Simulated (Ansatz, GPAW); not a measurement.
# Dielectric function and optical constants of KTlSO (model structure)

Wanted: where KTlSO (model structure) starts to absorb, how strongly, and its refractive index. The cell was made here by substitution or stacking, whether or not such a phase is known. It was built so: 1 of the 2 O atoms of the cell replaced by S in the R-3m structure of KTlO2. The cell is first relaxed with Ansatz.

Program: GPAW 26.7.0. Level of theory: DFT, PBE, plane-wave PAW (GPAW data sets), scalar-relativistic, RPA, optical limit. Results are calculated unless marked as measured.

## 1. Set-up

The structure is trigonal, space group R3m (No. 160). The conventional cell has a = 3.706 Å, b = 3.706 Å, c = 19.645 Å, α = 90.00°, β = 90.00°, γ = 120.00°. Tl has 3 S at 2.50 Å and 3 O at 2.50 Å nearest. K has 3 O at 2.92 Å and 3 S at 2.92 Å nearest. Nearest to S lie 3 Tl at 2.50 Å and 3 K at 2.92 Å. Nearest to O lie 3 Tl at 2.50 Å and 3 K at 2.92 Å. 1 of the 2 O atoms of the cell replaced by S in the R-3m structure of KTlO2. Farther neighbours and most contacts between anions are not listed.

## 2. Relaxation

The structure was built or cut out here, so it is relaxed before any spectrum is computed.

This step: DFT, PBE, plane-wave PAW, default files, scalar-relativistic, relaxation (Ansatz 0.2.0).

input.yaml reads:

```yaml
crystal:
  lattice:
    - [1.8530316297, 1.0698483102, 6.5484663]
    - [-1.8530316297, 1.0698483102, 6.5484663]
    - [0.0, -2.1396966204, 6.5484663]
  atoms:
    - { symbol: Tl, position: [0.0, 0.0, 0.0] }
    - { symbol: K, position: [0.5, 0.5, 0.5] }
    - { symbol: S, position: [0.26791574, 0.26791574, 0.26791574] }
    - { symbol: O, position: [0.73208426, 0.73208426, 0.73208426] }
kpoints:
  mp_grid: { grid: [7, 7, 7] }
scf:
  occupations: { method: fermi_dirac, width: 0.05 }
hamiltonian:
  xc: pbe
output:
  forces: true
  stress: true
relax:
  f_tol: 0.02
  max_steps: 50
  cell: {}
```

Run with:

```bash
> ansatz run input.yaml --threads 1 --pin off --max-ram 4096MiB --backend cpu --events-out ev --progress --plain --runs-dir out
```

Numbers of over 12 decimals in the logs are rounded to 6 here.

Output:

```text
basis.fft_grid_basis auto: the FFT boxes are laid along the combinations [[1, 0, -1], [0, 1, -1], [0, 0, 1]] of the cell's own vectors, 3.706, 3.706 and 6.889 Å long. The dense box has 25×25×48 points. Along the cell's own vectors, as sized, it would have 48×48×48, 3.69 times as many. Of the 6 symmetry operations that the crystal satisfies within crystal.symmetry.tolerance (time reversal apart; of a slab, those that  [...]
Engine: ansatz 0.2.0, aarch64-unknown-linux-gnu
Pseudopotentials: kind: paw
Pseudopotential: Tl, paw, valence charge 13, recommended cutoff 420 eV (normal), Tl.paw.azcp
Pseudopotential: K, paw, valence charge 9, recommended cutoff 420 eV (normal), K.paw.azcp
Pseudopotential: S, paw, valence charge 6, recommended cutoff 420 eV (normal), S.paw.azcp
Pseudopotential: O, paw, valence charge 6, recommended cutoff 420 eV (normal), O.paw.azcp
Functional definition: PBE
  parameter kappa = 0.804
  parameter beta = 0.066725
  exchange = pbe_x(kappa = kappa, mu = beta*pi^2/3)
  correlation = pbe_c(beta = beta)
Crystal: 4 atoms, lattice volume = 77.893 Å³
Basis set: ecut = 420 eV, 1533 PW (Γ), FFT grids on a1−a3, a2−a3, a3, exchange–correlation on 50×50×96 points (8 copies of the dense FFT grid, shifted against one another)
Bands: 21, of which v1, the nominal top of the filled ones, is band 17 counted from 1 (16 counted from 0)
Symmetry: 6 space group operations
Space group: R3m (ITA 160), of the structure as read, at distance tolerance 4.3e-5 Å
k-points: 44 of 343 (time reversal used)
Non-local potential: Tl, projectors of the file, l = 0: 2, l = 1: 2, l = 2: 2, l = 3: 1
Non-local potential: K, projectors of the file, l = 0: 3, l = 1: 2, l = 2: 2
Non-local potential: S, projectors of the file, l = 0: 2, l = 1: 2, l = 2: 2
Non-local potential: O, projectors of the file, l = 0: 2, l = 1: 2, l = 2: 1
PAW form: soft (Blöchl's): semilocal exchange-correlation on the pseudo side does not see the compensation charge
PAW one-centre angular grid: Tl, 590 points (default); XC on 64 Gauss nodes
PAW one-centre angular grid: K, 110 points (default); XC on 64 Gauss nodes
PAW one-centre angular grid: S, 110 points (default); XC on 64 Gauss nodes
PAW one-centre angular grid: O, 110 points (default); XC on 64 Gauss nodes
Initial density: superposition of atomic densities (neutral atoms: chi_scale 0, normalization atom), corrected by the library's trained network
Initial wavefunctions: pseudopotential atomic-orbital guess
Functional: x = pbe(κ = 0.804, μ = 0.219515), c = pbe(β = 0.066725)
SCF iter   1: F=—  HF=-14451.152951 eV  |F-HF|=—  |Δ(HF+E_count)|=         —  Δρ=3.52e-3  dr2=1.15e-2  ethr=1.77e-3  ⟨swp⟩=6.5  Hψ=5160  notcnv=0
preconditioner: auto → Resta (q_TF=auto, 2.376 Å⁻¹)  ε∞=4.3  [insulator: Δε(μ)=1.125 eV  Ē_g=13.111 eV  σ=0.050 eV  W_gap=1.00  n_scr=22 (ndim 8)  ℏωp=23.8 eV  f_vac=0.035  D(μ)=0.00/eV (n_scr^D=0)  ε∞_Penn≈4.3]
SCF iter   2: F=—  HF=-14451.149429 eV  |F-HF|=—  |Δ(HF+E_count)|=   3.52e-3  Δρ=1.72e-3  dr2=2.29e-3  ethr=3.37e-5  ⟨swp⟩=1.3  Hψ=1327  notcnv=0
SCF iter   3: F=—  HF=-14451.148895 eV  |F-HF|=—  |Δ(HF+E_count)|=   5.34e-4  Δρ=3.28e-4  dr2=1.25e-4  ethr=6.74e-6  ⟨swp⟩=2.0  Hψ=1146  notcnv=0
SCF iter   4: F=—  HF=-14451.148898 eV  |F-HF|=—  |Δ(HF+E_count)|=   2.42e-6  Δρ=3.29e-4  dr2=9.15e-5  ethr=3.67e-7  ⟨swp⟩=2.0  Hψ=1628  notcnv=0
SCF iter   5: F=—  HF=-14451.148879 eV  |F-HF|=—  |Δ(HF+E_count)|=   1.84e-5  Δρ=1.12e-4  dr2=1.04e-5  ethr=2.69e-7  ⟨swp⟩=2.0  Hψ=1500  notcnv=0
SCF iter   6: F=—  HF=-14451.148880 eV  |F-HF|=—  |Δ(HF+E_count)|=   1.23e-6  Δρ=2.71e-5  dr2=6.35e-7  ethr=3.07e-8  ⟨swp⟩=2.0  Hψ=1122  notcnv=0
SCF iter   7: F=-14451.148881 eV  HF=-14451.148881 eV  |F-HF|=3.21e-8  |Δ(HF+E_count)|=   5.29e-7  Δρ=4.49e-6  dr2=1.92e-8  ethr=2.94e-10  ⟨swp⟩=4.6  Hψ=3406  notcnv=0
SCF 1 converged in 7 iterations: F = -14451.148881 eV  dr2 = 1.92e-8
  greatest PAW one-centre occupation: 0.988 electrons in one spin orbital (limit 2), on the K atom at site 1 (counted from 0), in its partial waves of l = 0
relax step   1: F+E_penalty+E_count = -14451.14888098 eV  Δ(F+E_penalty+E_count) = +0.000e0 eV  max|allowed force component| = 3.060e0 eV/Å  Δτ_max = 0.0000 Å  P = +8.318 GPa  Ω = 77.893 Å³  (7 SCF iters, dr2 threshold 1.00e-7 eV, accepted)
Crystal: 4 atoms, lattice volume = 81.168 Å³
Basis set: ecut = 420 eV, 1571 PW (Γ), FFT grids on a1−a3, a2−a3, a3, exchange–correlation on 50×50×96 points (8 copies of the dense FFT grid, shifted against one another)
Initial density: handed on by an earlier stage of this run
Initial wavefunctions: those handed on with the density
iter 1 solved again at ethr=1.17e-3 eV; its pass at ethr=3.10e-3 eV (dr2=3.97e-1 eV) is discarded
SCF iter   1: F=—  HF=-14451.837551 eV  |F-HF|=—  |Δ(HF+E_count)|=         —  Δρ=2.09e-2  dr2=3.97e-1  ethr=1.17e-3  ⟨swp⟩=1.0  Hψ=5864  notcnv=0
preconditioner: auto → Resta (q_TF=auto, 2.360 Å⁻¹)  ε∞=4.2  [insulator: Δε(μ)=0.226 eV  Ē_g=13.019 eV  σ=0.050 eV  W_gap=0.65  n_scr=22 (ndim 8)  ℏωp=23.3 eV  f_vac=0.036  D(μ)=0.11/eV (n_scr^D=0)  ε∞_Penn≈4.2]
SCF iter   2: F=—  HF=-14451.735420 eV  |F-HF|=—  |Δ(HF+E_count)|=   1.02e-1  Δρ=8.77e-3  dr2=4.76e-2  ethr=1.17e-3  ⟨swp⟩=2.1  Hψ=1554  notcnv=0
SCF iter   3: F=—  HF=-14451.727051 eV  |F-HF|=—  |Δ(HF+E_count)|=   8.37e-3  Δρ=5.72e-3  dr2=2.52e-2  ethr=1.40e-4  ⟨swp⟩=2.0  Hψ=1966  notcnv=0
SCF iter   4: F=—  HF=-14451.723586 eV  |F-HF|=—  |Δ(HF+E_count)|=   3.47e-3  Δρ=1.45e-3  dr2=1.87e-3  ethr=7.40e-5  ⟨swp⟩=2.1  Hψ=1339  notcnv=0
SCF iter   5: F=—  HF=-14451.723805 eV  |F-HF|=—  |Δ(HF+E_count)|=   2.20e-4  Δρ=3.07e-4  dr2=1.09e-4  ethr=5.50e-6  ⟨swp⟩=2.3  Hψ=1329  notcnv=0
SCF iter   6: F=—  HF=-14451.723812 eV  |F-HF|=—  |Δ(HF+E_count)|=   6.92e-6  Δρ=1.05e-4  dr2=9.60e-6  ethr=3.22e-7  ⟨swp⟩=2.1  Hψ=1388  notcnv=0
SCF iter   7: F=—  HF=-14451.723823 eV  |F-HF|=—  |Δ(HF+E_count)|=   1.09e-5  Δρ=2.25e-5  dr2=4.99e-7  ethr=2.82e-8  ⟨swp⟩=2.4  Hψ=1597  notcnv=0
SCF iter   8: F=-14451.723824 eV  HF=-14451.723823 eV  |F-HF|=4.17e-8  |Δ(HF+E_count)|=   3.53e-7  Δρ=6.48e-6  dr2=5.13e-8  ethr=1.18e-9  ⟨swp⟩=4.0  Hψ=3131  notcnv=0
SCF 2 converged in 8 iterations: F = -14451.723824 eV  dr2 = 5.13e-8
relax step   2: F+E_penalty+E_count = -14451.72382353 eV  Δ(F+E_penalty+E_count) = -5.749e-1 eV  max|allowed force component| = 3.583e-1 eV/Å  Δτ_max = 0.1908 Å  P = +2.230 GPa  Ω = 81.168 Å³  energy of the carried Pulay correction = -3.666e-3 eV  (8 SCF iters, dr2 threshold 4.00e-7 eV, accepted)
Crystal: 4 atoms, lattice volume = 83.541 Å³
Basis set: ecut = 420 eV, 1655 PW (Γ), FFT grids on a1−a3, a2−a3, a3, exchange–correlation on 50×50×96 points (8 copies of the dense FFT grid, shifted against one another)
iter 1 solved again at ethr=2.22e-4 eV; its pass at ethr=3.10e-3 eV (dr2=7.55e-2 eV) is discarded
SCF iter   1: F=—  HF=-14451.773386 eV  |F-HF|=—  |Δ(HF+E_count)|=         —  Δρ=5.52e-3  dr2=7.42e-2  ethr=2.22e-4  ⟨swp⟩=1.0  Hψ=5615  notcnv=0
preconditioner: auto → Resta (q_TF=auto, 2.349 Å⁻¹)  ε∞=4.2  [insulator: Δε(μ)=0.217 eV  Ē_g=12.862 eV  σ=0.050 eV  W_gap=0.78  n_scr=22 (ndim 8)  ℏωp=23.0 eV  f_vac=0.038  D(μ)=0.14/eV (n_scr^D=0)  ε∞_Penn≈4.2]
SCF iter   2: F=—  HF=-14451.762208 eV  |F-HF|=—  |Δ(HF+E_count)|=   1.12e-2  Δρ=4.32e-3  dr2=1.54e-2  ethr=2.18e-4  ⟨swp⟩=2.2  Hψ=1340  notcnv=0
SCF iter   3: F=—  HF=-14451.759644 eV  |F-HF|=—  |Δ(HF+E_count)|=   2.56e-3  Δρ=1.45e-3  dr2=4.02e-3  ethr=4.53e-5  ⟨swp⟩=2.0  Hψ=1770  notcnv=0
SCF iter   4: F=—  HF=-14451.759058 eV  |F-HF|=—  |Δ(HF+E_count)|=   5.86e-4  Δρ=6.12e-4  dr2=9.43e-4  ethr=1.18e-5  ⟨swp⟩=1.0  Hψ=964  notcnv=0
SCF iter   5: F=—  HF=-14451.758891 eV  |F-HF|=—  |Δ(HF+E_count)|=   1.66e-4  Δρ=1.49e-4  dr2=4.98e-5  ethr=2.77e-6  ⟨swp⟩=2.3  Hψ=1220  notcnv=0
SCF iter   6: F=—  HF=-14451.758867 eV  |F-HF|=—  |Δ(HF+E_count)|=   2.41e-5  Δρ=3.56e-5  dr2=1.76e-6  ethr=1.47e-7  ⟨swp⟩=2.1  Hψ=1596  notcnv=0
SCF iter   7: F=-14451.758868 eV  HF=-14451.758868 eV  |F-HF|=3.71e-8  |Δ(HF+E_count)|=   1.12e-6  Δρ=6.31e-6  dr2=5.15e-8  ethr=1.18e-9  ⟨swp⟩=4.0  Hψ=3273  notcnv=0
SCF 3 converged in 7 iterations: F = -14451.758868 eV  dr2 = 5.15e-8
relax step   3: F+E_penalty+E_count = -14451.75886818 eV  Δ(F+E_penalty+E_count) = -3.504e-2 eV  max|allowed force component| = 2.701e-1 eV/Å  Δτ_max = 0.0498 Å  P = +0.521 GPa  Ω = 83.541 Å³  energy of the carried Pulay correction = -6.230e-3 eV  (7 SCF iters, dr2 threshold 4.00e-7 eV, accepted)
[...]
relax step   4: F+E_penalty+E_count = -14451.76854810 eV  Δ(F+E_penalty+E_count) = -9.680e-3 eV  max|allowed force component| = 6.578e-2 eV/Å  Δτ_max = 0.0338 Å  P = -0.127 GPa  Ω = 84.261 Å³  energy of the carried Pulay correction = -6.992e-3 eV  (6 SCF iters, dr2 threshold 4.00e-7 eV, accepted)
[...]
relax step   5: F+E_penalty+E_count = -14451.77026544 eV  Δ(F+E_penalty+E_count) = -1.717e-3 eV  max|allowed force component| = 1.695e-2 eV/Å  Δτ_max = 0.0235 Å  P = +0.040 GPa  Ω = 84.090 Å³  energy of the carried Pulay correction = -6.812e-3 eV  (7 SCF iters, dr2 threshold 2.70e-7 eV, accepted)
[...]
relax step   6: F+E_penalty+E_count = -14451.77026355 eV  Δ(F+E_penalty+E_count) = +1.888e-6 eV  max|allowed force component| = 2.881e-3 eV/Å  Δτ_max = 0.0027 Å  P = +0.010 GPa  Ω = 84.127 Å³  energy of the carried Pulay correction = -6.851e-3 eV  (6 SCF iters, dr2 threshold 8.16e-9 eV, accepted)
[...]
relax step   7: F+E_penalty+E_count = -14451.78028126 eV  Δ(F+E_penalty+E_count) = -1.002e-2 eV  max|allowed force component| = 2.691e-3 eV/Å  Δτ_max = 0.0000 Å  P = +0.173 GPa  Ω = 84.127 Å³  stress off target by 2.22e-1 GPa  SCF on the basis re-selected at this cell (its energy is not comparable with the rows above)  (7 SCF iters)
[...]
relax step   8: F+E_penalty+E_count = -14451.78018004 eV  Δ(F+E_penalty+E_count) = +1.012e-4 eV  max|allowed force component| = 5.256e-3 eV/Å  Δτ_max = 0.0033 Å  P = +0.032 GPa  Ω = 84.408 Å³  energy of the carried Pulay correction = -2.965e-4 eV  (6 SCF iters, dr2 threshold 1.23e-7 eV, accepted)
[...]
relax step   9: F+E_penalty+E_count = -14451.78014026 eV  Δ(F+E_penalty+E_count) = +3.978e-5 eV  max|allowed force component| = 2.592e-4 eV/Å  Δτ_max = 0.0002 Å  P = +0.001 GPa  Ω = 84.451 Å³  energy of the carried Pulay correction = -3.446e-4 eV  (5 SCF iters, dr2 threshold 7.17e-9 eV, accepted)
iter 1 solved again at ethr=4.59e-8 eV; its pass at ethr=3.10e-3 eV (dr2=1.56e-5 eV) is discarded
SCF iter   1: F=—  HF=-14451.780473 eV  |F-HF|=—  |Δ(HF+E_count)|=         —  Δρ=2.89e-5  dr2=4.63e-8  ethr=4.59e-8  ⟨swp⟩=3.2  Hψ=7308  notcnv=0
preconditioner: auto → Resta (q_TF=auto, 2.344 Å⁻¹)  ε∞=4.2  [insulator: Δε(μ)=0.199 eV  Ē_g=12.792 eV  σ=0.050 eV  W_gap=0.59  n_scr=22 (ndim 8)  ℏωp=22.9 eV  f_vac=0.040  D(μ)=0.07/eV (n_scr^D=0)  ε∞_Penn≈4.2]
SCF iter   2: F=—  HF=-14451.780446 eV  |F-HF|=—  |Δ(HF+E_count)|=   2.74e-5  Δρ=1.48e-5  dr2=3.18e-8  ethr=1.36e-10  ⟨swp⟩=2.0  Hψ=1668  notcnv=0
SCF iter   3: F=—  HF=-14451.780449 eV  |F-HF|=—  |Δ(HF+E_count)|=   2.69e-6  Δρ=7.74e-6  dr2=1.25e-8  ethr=9.34e-11  ⟨swp⟩=2.0  Hψ=1134  notcnv=0
SCF iter   4: F=—  HF=-14451.780449 eV  |F-HF|=—  |Δ(HF+E_count)|=   7.41e-7  Δρ=5.06e-7  dr2=1.92e-10  ethr=3.69e-11  ⟨swp⟩=2.0  Hψ=1615  notcnv=0
SCF iter   5: F=—  HF=-14451.780449 eV  |F-HF|=—  |Δ(HF+E_count)|=  2.33e-10  Δρ=2.17e-7  dr2=4.30e-11  ethr=1.00e-12  ⟨swp⟩=4.0  Hψ=3260  notcnv=0
SCF iter   6: F=-14451.780449 eV  HF=-14451.780449 eV  |F-HF|=3.64e-12  |Δ(HF+E_count)|=  2.76e-10  Δρ=3.99e-8  dr2=1.38e-12  ethr=1.00e-12  ⟨swp⟩=4.0  Hψ=3254  notcnv=0
SCF 10 converged in 6 iterations: F = -14451.780449 eV  dr2 = 1.38e-12
relax step  10: F+E_penalty+E_count = -14451.78044927 eV  Δ(F+E_penalty+E_count) = -3.090e-4 eV  max|allowed force component| = 2.335e-4 eV/Å  Δτ_max = 0.0000 Å  P = +0.004 GPa  Ω = 84.451 Å³  stress off target by 8.97e-3 GPa  SCF on the basis re-selected at this cell (its energy is not comparable with the rows above)  (6 SCF iters)
basis re-selected at this cell: Δ(F+E_penalty+E_count) = -3.090e-4 eV, ΔP = +0.003 GPa vs the last step (what re-selecting the basis moved, of the pressure what is left beyond the Pulay correction that the steps carried, after the strain that the cell walked since its last selection, with what the two solves' SCF thresholds leave and, on support functions, any second-order correction that the steps lacked; it is no m [...]
SCF converged after 6 iterations
Free energy (F): -14451.780449 eV
Harris-Foulkes:  -14451.780449 eV  (|F-HF|=3.64e-12)
Internal energy: -14451.779613 eV  (E = F + TS)
E sigma→0 (E₀):  -14451.780031 eV
Entropy (-TS):   -0.000836 eV (-0.209 meV/atom)
Fermi energy:    6.621235 eV
--- Per-component energies (eV) ---
  E_band       = -99.845030
  E_kinetic    = 872.633680
  E_local      = -2129.415642  (includes V_loc(G=0)·N_el)
  E_nonlocal   = 407.979377
  E_hartree    = 793.844879
  E_xc         = -533.600053
  E_vxc        = -485.013279  (∫ρ·V_xc dr)
  E_paw        = -11711.697024  (= ΣΔE_a)
  E_vpaw       = -353.721302  (= ΣTr[D̂ρ^β])
  E_aug_tail   = 0.002371  (compensation charges beyond the density's cutoff)
  E_ewald      = -2151.527201
  E_smearing   = -0.000836  (= −TS)
  E_closure    = 0.000000  (closes the sum)
  Σ components = -14451.780449   (vs F -14451.780449, Δ=0.00e0)
--- Forces (eV/Å), atoms counted from 1 ---
  atom   1  Tl     0.00000000     0.00000000    -0.00008866
  atom   2  K     -0.00000000    -0.00000000     0.00013748
  atom   3  S      0.00000000     0.00000000    -0.00023329
  atom   4  O     -0.00000000    -0.00000000     0.00018525
  max |Σ_I F_I| component: 7.77e-7 eV/Å
--- Stress (GPa, compression-positive) ---
        0.001126       0.000000      -0.000000
        0.000000       0.001126       0.000000
       -0.000000       0.000000       0.008969
  P = ⅓ Tr σ = 0.0037 GPa (0.037 kbar)
--- Relaxed structure (8 steps of the walk, 8 accepted, 2 SCFs on fresh bases) ---
  F+E_penalty+E_count = -14451.78044927 eV   max|allowed force component| = 2.335e-4 eV/Å   (the final SCF, on the basis selected at the relaxed cell)
  cell:  # Å, volume = 84.4514 Å³
    - [1.893520, 1.093224, 6.799490]
    - [-1.893520, 1.093224, 6.799490]
    - [-1.458487322403094e-17, -2.186449, 6.799490]
  atoms:
    - { symbol: Tl, position: [0.010111, 0.010111, 0.010111] }
    - { symbol: K, position: [0.485694, 0.485694, 0.485694] }
    - { symbol: S, position: [0.268564, 0.268564, 0.268564] }
    - { symbol: O, position: [0.735631, 0.735631, 0.735631] }
```

Elapsed: 78 s, on 1 thread of Arm Neoverse V1, shared host; peak memory 0.41 GiB.

Step by step:

| step | energy less that of the first step (eV) | largest force component (eV/Å) | pressure (GPa) | volume (Å³) |
| --- | --- | --- | --- | --- |
| 1 | 0.0000 | 3.0601 | 8.32 | 77.89 |
| 2 | -0.5749 | 0.3583 | 2.23 | 81.17 |
| 3 | -0.6100 | 0.2701 | 0.52 | 83.54 |
| 4 | -0.6197 | 0.0658 | -0.13 | 84.26 |
| 5 | -0.6214 | 0.0170 | 0.04 | 84.09 |
| 6 | -0.6214 | 0.0029 | 0.01 | 84.13 |
| 7* | -0.6314 | 0.0027 | 0.17 | 84.13 |
| 8 | -0.6313 | 0.0053 | 0.03 | 84.41 |
| 9 | -0.6313 | 0.0003 | 0.00 | 84.45 |
| 10* | -0.6316 | 0.0002 | 0.00 | 84.45 |

Relaxation steps marked * repeat the geometry before them on a plane-wave basis chosen anew for their cell, so energy and pressure can jump there.

The run keeps the 6 symmetry operations that it works with, so distortions that break them were not tested.

| conventional cell, symmetrised | before | after | change |
| --- | --- | --- | --- |
| a (Å) | 3.706 | 3.787 | +2.2 % |
| b (Å) | 3.706 | 3.787 | +2.2 % |
| c (Å) | 19.645 | 20.398 | +3.8 % |
| volume (Å³/atom) | 19.47 | 21.11 | +8.4 % |

The atoms that moved most (Å, as changes of fractional coordinates times the final cell):

| atom | dx | dy | dz | length |
| --- | --- | --- | --- | --- |
| K2 | 0.000 | 0.000 | -0.292 | 0.292 |
| Tl1 | 0.000 | 0.000 | 0.206 | 0.206 |
| O4 | 0.000 | 0.000 | 0.072 | 0.072 |
| S3 | 0.000 | 0.000 | 0.013 | 0.013 |

The relaxed structure:

```
Tl K S O
1.0
     1.89352    1.09322    6.79949
    -1.89352    1.09322    6.79949
     0.00000   -2.18645    6.79949
Tl K S O
1 1 1 1
Cartesian
  0.0000 0.0000 0.2062
  0.0000 0.0000 9.9074
  0.0000 0.0000 5.4783
  0.0000 0.0000 15.0057
```

The relaxation ends with a largest force component of 2.3e-4 eV/Å and a pressure of 0.00 GPa.

[end of part 1 of 3]

[Machine, clock and banner lines and Python warnings are left out of the logs.]

[Logs are printed without paths, hosts, clocks, repeated set-up lines and the standing remarks that a program may print on its own settings, such as how far it seeks lower states.]

[Hosts, paths, dates, database ids (printed as entryN), source tags and the programs' standing remarks are cut or masked in the printed files.]
